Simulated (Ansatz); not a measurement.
# Direct or indirect: CdSe (P6_3mc)

```yaml
crystal:
  lattice:
    - [4.30000, 0.00000, 0.00000]
    - [-2.15000, 3.72391, 0.00000]
    - [0.00000, 0.00000, 7.02000]
  atoms:
    - { symbol: Cd, position: [0.66667, 0.33333, 0.50000] }
    - { symbol: Cd, position: [0.33333, 0.66667, 0.00000] }
    - { symbol: Se, position: [0.66667, 0.33333, 0.88500] }
    - { symbol: Se, position: [0.33333, 0.66667, 0.38500] }
```

Method: Ansatz, PBE, independent particles, without spin-orbit coupling, line width 0.1 eV (Gaussian). The band structure gives a fundamental gap of 0.70 eV. The spectrum of vertical transitions near the edge:

```tsv
E (eV)	Im ε, E ∥ xy	Im ε, E ∥ z
0.24	0.00	0.00
0.36	0.00	0.00
0.48	0.00	0.00
0.60	0.04	0.04
0.72	0.48	0.46
0.84	1.08	1.09
0.96	1.38	1.44
1.08	1.54	1.61
1.20	1.63	1.72
1.32	1.69	1.80
1.44	1.74	1.87
1.56	1.79	1.92
1.68	1.83	1.97
1.80	1.87	2.02
1.92	1.91	2.07
2.04	1.96	2.12
```

(1) Is the gap direct or indirect, and about where do vertical transitions set in?

Answers

(1) Direct: the band path has its least direct gap at the fundamental one, 0.70 eV, and the curves rise from there. Lines are broadened by 0.1 eV, which spreads the edge.

[Logs are printed without paths, hosts, clocks, repeated set-up lines and the standing remarks that a program may print on its own settings, such as how far it seeks lower states.]
